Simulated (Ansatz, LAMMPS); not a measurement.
## Finding the fault: liquid (Cs,Li)(F,Cl) at 1000 K (100 atoms)

Program: Ansatz 0.2.0. The cell: 28 Cs, 22 Li, 19 F and 31 Cl.

Contents of input.yaml:

```yaml
crystal:
  lattice:
    - [14.7253, 0.0, 0.0]
    - [0.0, 14.7253, 0.0]
    - [0.0, 0.0, 14.7253]
  atoms:
    - { symbol: Cs, position: [0.66933, 0.08386, 0.0431] }
    - { symbol: Cs, position: [0.81213, 0.8015, 0.43284] }
    - { symbol: Cs, position: [0.3144, 0.70994, 0.7119] }
    - { symbol: Cs, position: [0.08607, 0.46398, 0.1415] }
    - { symbol: Cs, position: [0.87864, 0.04159, 0.63577] }
    - { symbol: Cs, position: [0.16258, 0.48041, 0.88309] }
    - { symbol: Cs, position: [0.04614, 0.05821, 0.41646] }
    - { symbol: Cs, position: [0.57154, 0.87269, 0.83495] }
    - { symbol: Cs, position: [0.5233, 0.08917, 0.65255] }
    - { symbol: Cs, position: [0.63326, 0.39968, 0.16009] }
    - { symbol: Cs, position: [0.46286, 0.00671, 0.2349] }
    - { symbol: Cs, position: [0.65518, 0.27792, 0.84687] }
    - { symbol: Cs, position: [0.73112, 0.42244, 0.54339] }
    - { symbol: Cs, position: [0.45664, 0.56049, 0.41355] }
    - { symbol: Cs, position: [0.57157, 0.69539, 0.16957] }
    - { symbol: Cs, position: [0.53792, 0.81635, 0.53335] }
    - { symbol: Cs, position: [0.61463, 0.60722, 0.87974] }
    - { symbol: Cs, position: [0.97765, 0.31459, 0.52948] }
    [... 76 atom lines left out ...]
    - { symbol: Cl, position: [0.61918, 0.89133, 0.32102] }
    - { symbol: Cl, position: [0.75006, 0.76976, 0.82932] }
    - { symbol: Cl, position: [0.45268, 0.71671, 0.91945] }
    - { symbol: Cl, position: [0.41088, 0.93037, 0.98271] }
    - { symbol: Cl, position: [0.8731, 0.59195, 0.52972] }
    - { symbol: Cl, position: [0.37158, 0.18998, 0.79705] }
kpoints:
  mp_grid: { grid: [1, 1, 1] }
hamiltonian:
  xc: pbe
  hubbard: { sites: [{ species: F, l: p, u_eff: 40.0 }] }
scf:
  occupations: { method: gaussian, width: 0.025 }
  max_iter: 60
output:
  forces: true
```

The run is started by

```bash
ansatz run input.yaml --threads 4 --pin off --max-ram 8192MiB --backend cpu --events-out ev --progress --plain --runs-dir out
```

Numbers of over 12 decimals in the logs are rounded to 6 here.

The log of the run:

```text
Cs: projections on atomic orbitals take those of the free atom [Kr 4d10] 5s2 5p6 6s1, of charge +0.00 (hamiltonian.pseudopotentials.projection_atoms); the dataset's partial waves leave at most 8.5e-6 of an orbital's norm unspanned inside its sphere
Li: projections on atomic orbitals take those of the free atom 1s2 2s1, of charge +0.00 (hamiltonian.pseudopotentials.projection_atoms); the dataset's partial waves leave at most 8.9e-11 of an orbital's norm unspanned inside its sphere
F: projections on atomic orbitals take those of the free atom [He] 2s2 2p5, of charge +0.00 (hamiltonian.pseudopotentials.projection_atoms); the dataset's partial waves leave at most 1.6e-8 of an orbital's norm unspanned inside its sphere
Cl: projections on atomic orbitals take those of the free atom [Ne] 3s2 3p5, of charge +0.00 (hamiltonian.pseudopotentials.projection_atoms); the dataset's partial waves leave at most 2.1e-7 of an orbital's norm unspanned inside its sphere
Engine: ansatz 0.2.0, aarch64-unknown-linux-gnu
Pseudopotentials: kind: paw
Pseudopotential: Cs, paw, valence charge 9, recommended cutoff 420 eV (normal), Cs.paw.azcp
Pseudopotential: Li, paw, valence charge 3, recommended cutoff 420 eV (normal), Li.paw.azcp
Pseudopotential: F, paw, valence charge 7, recommended cutoff 420 eV (normal), F.paw.azcp
Pseudopotential: Cl, paw, valence charge 7, recommended cutoff 420 eV (normal), Cl.paw.azcp
[... 5 lines on functional and potentials left out ...]
Crystal: 100 atoms, lattice volume = 3192.952 Å³
Basis set: ecut = 420 eV, 62525 PW (Γ), exchange–correlation on 200×200×200 points (8 copies of the dense FFT grid, shifted against one another)
Bands: 434, of which v1, the nominal top of the filled ones, is band 334 counted from 1 (333 counted from 0)
Symmetry: 1 space group operations
Space group: P1 (ITA 1), of the structure as read, at distance tolerance 1.5e-4 Å
k-points: 1
[... 9 lines on functional and potentials left out ...]
Initial density: superposition of atomic densities (chi_scale 0.1, normalization cell, long waves of neutral atoms (reshape's long-wave potential 3.03 eV rms, cloud 3.46 Å wide))
Initial wavefunctions: pseudopotential atomic-orbital guess
Functional: x = pbe(κ = 0.804, μ = 0.219515), c = pbe(β = 0.066725)
SCF iter   1: F=—  HF=-212208.587251 eV  |F-HF|=—  |Δ(HF+E_count)|=         —  Δρ=4.57e-2  dr2=9.80e1  ethr=3.10e-3  ⟨swp⟩=8.0  Hψ=2178  notcnv=0  defer=27
preconditioner: auto → Resta (q_TF=auto, 2.102 Å⁻¹)  ε∞=2.6  [insulator: Δε(μ)=2.701 eV  Ē_g=12.421 eV  σ=0.025 eV  W_gap=1.00  n_scr=484 (ndim 8)  ℏωp=15.7 eV  f_vac=0.047  D(μ)=0.00/eV (n_scr^D=0)  ε∞_Penn≈2.6]
SCF iter   2: F=—  HF=-212217.787538 eV  |F-HF|=—  |Δ(HF+E_count)|=    9.20e0  Δρ=1.45e-2  dr2=1.75e1  ethr=3.10e-3  ⟨swp⟩=3.0  Hψ=823  notcnv=0  defer=92
SCF iter   3: F=—  HF=-212228.784750 eV  |F-HF|=—  |Δ(HF+E_count)|=    1.10e1  Δρ=8.07e-3  dr2=2.71e0  ethr=2.62e-3  ⟨swp⟩=3.0  Hψ=792  notcnv=0  defer=96
SCF iter   4: F=—  HF=-212228.747076 eV  |F-HF|=—  |Δ(HF+E_count)|=   3.77e-2  Δρ=2.04e-3  dr2=3.31e-1  ethr=4.05e-4  ⟨swp⟩=3.0  Hψ=819  notcnv=0  defer=96
SCF iter   5: F=—  HF=-212228.836225 eV  |F-HF|=—  |Δ(HF+E_count)|=   8.91e-2  Δρ=6.37e-4  dr2=2.76e-2  ethr=4.96e-5  ⟨swp⟩=5.0  Hψ=624  notcnv=0  defer=96
SCF iter   6: F=—  HF=-212228.839832 eV  |F-HF|=—  |Δ(HF+E_count)|=   3.61e-3  Δρ=2.21e-4  dr2=1.61e-3  ethr=4.13e-6  ⟨swp⟩=2.0  Hψ=629  notcnv=0  defer=96
SCF iter   7: F=—  HF=-212228.840376 eV  |F-HF|=—  |Δ(HF+E_count)|=   5.44e-4  Δρ=5.90e-5  dr2=1.35e-4  ethr=2.41e-7  ⟨swp⟩=3.0  Hψ=647  notcnv=0  defer=96
SCF iter   8: F=—  HF=-212228.840388 eV  |F-HF|=—  |Δ(HF+E_count)|=   1.20e-5  Δρ=2.64e-5  dr2=1.73e-5  ethr=2.03e-8  ⟨swp⟩=2.0  Hψ=650  notcnv=0  defer=96
SCF iter   9: F=—  HF=-212228.837384 eV  |F-HF|=—  |Δ(HF+E_count)|=   3.00e-3  Δρ=6.25e-6  dr2=1.25e-6  ethr=2.59e-9  ⟨swp⟩=2.0  Hψ=746  notcnv=0  defer=96
SCF iter  10: F=—  HF=-212228.837384 eV  |F-HF|=—  |Δ(HF+E_count)|=   5.77e-7  Δρ=2.47e-6  dr2=1.71e-7  ethr=1.87e-10  ⟨swp⟩=2.0  Hψ=650  notcnv=0  defer=96
SCF iter  11: F=-212228.837384 eV  HF=-212228.837384 eV  |F-HF|=1.89e-9  |Δ(HF+E_count)|=   4.77e-9  Δρ=4.42e-7  dr2=9.17e-9  ethr=1.50e-11  ⟨swp⟩=4.0  Hψ=1349  notcnv=0
SCF 1 converged in 11 iterations: F = -212228.837384 eV  dr2 = 9.17e-9
[...]
SCF converged after 11 iterations
Free energy (F): -212228.837384 eV
Harris-Foulkes:  -212228.837384 eV  (|F-HF|=1.89e-9)
Internal energy: -212228.837384 eV  (E = F + TS)
E sigma→0 (E₀):  -212228.837384 eV
Fermi energy:    2.974283 eV
--- Per-component energies (eV) ---
  E_band       = -7261.250931
  E_kinetic    = 13533.663835
  E_local      = -41606.917073  (includes V_loc(G=0)·N_el)
  E_nonlocal   = 2450.298261
  E_hartree    = 16152.096597
  E_xc         = -10018.754840
  E_vxc        = -9652.529548  (∫ρ·V_xc dr)
  E_hubbard    = 18.479033  (on-site DFT+U / exact-exchange correction)
  E_vhub       = -2224.405326  (the Hubbard potential's part of the band-sum identity)
  E_paw        = -166620.412996  (= ΣΔE_a)
  E_vpaw       = -2065.602219  (= ΣTr[D̂ρ^β])
  E_aug_tail   = 0.044390  (compensation charges beyond the density's cutoff)
  E_ewald      = -26137.334591
  E_smearing   = -0.000000  (= −TS)
  E_closure    = -0.000000  (closes the sum)
  Σ components = -212228.837384   (vs F -212228.837384, Δ=0.00e0)
--- Forces (eV/Å), atoms counted from 1 ---
  atom   1  Cs    -0.13486746     0.18962214     0.32377457
  atom   2  Cs     0.07822589     0.10703601    -0.12468948
  atom   3  Cs     0.51551284    -0.10780333     0.30828375
  atom   4  Cs     0.56380396     0.95570759    -0.61030890
  atom   5  Cs     0.40780736     0.76543959     0.55729306
  atom   6  Cs    -0.58817313     0.06838720    -0.55874966
  atom   7  Cs     0.43930407    -0.49589239    -0.02428173
  atom   8  Cs    -0.69931024     0.30923366    -0.07861147
  atom   9  Cs     1.03025441     0.21800179     0.03759836
  atom  10  Cs     1.21473995    -0.07174966    -0.42590129
  atom  11  Cs     0.05133716    -0.46716032    -0.69659405
  atom  12  Cs     0.25492613    -0.03010254     0.32832279
  atom  13  Cs     0.70730622     0.33638946     0.04081319
  atom  14  Cs     0.11031162     0.62471882    -0.04166271
[...]
atom  99  Cl     0.02106769     0.05435257     0.31652048
  atom 100  Cl     0.11422385     0.00548419     0.09383808
  max |Σ_I F_I| component: 7.56e-5 eV/Å
Occupation matrices written to <dir>
```

Elapsed: 37 s, on 4 threads of Arm Neoverse V2, shared host; peak memory 4.1 GiB.

The column dr2 measures how far the density is from self-consistency, as an energy; F and HF (Harris–Foulkes) agree once it is small.

Against a sound run (Kohn-Sham DFT, PBE, PAW (set soft_2), plane waves):

- r.m.s. difference of force components: 112.8 meV/Å
- longest difference of force vectors: 567.3 meV/Å
- force difference over r.m.s. force: 26.37 %

Q: Name the fault and the fix.

An enormous U: hamiltonian.hubbard.sites = [{"species": "F", "l": "p", "u_eff": 40.0}].

The fix is to take out hamiltonian.hubbard.sites.

The run converged all the same, so the exit status doesn't show the fault.

[Logs are printed without paths, hosts, clocks, repeated set-up lines and the standing remarks that a program may print on its own settings, such as how far it seeks lower states.]

[Hosts, paths, dates, database ids (printed as entryN), source tags and the programs' standing remarks are cut or masked in the printed files.]
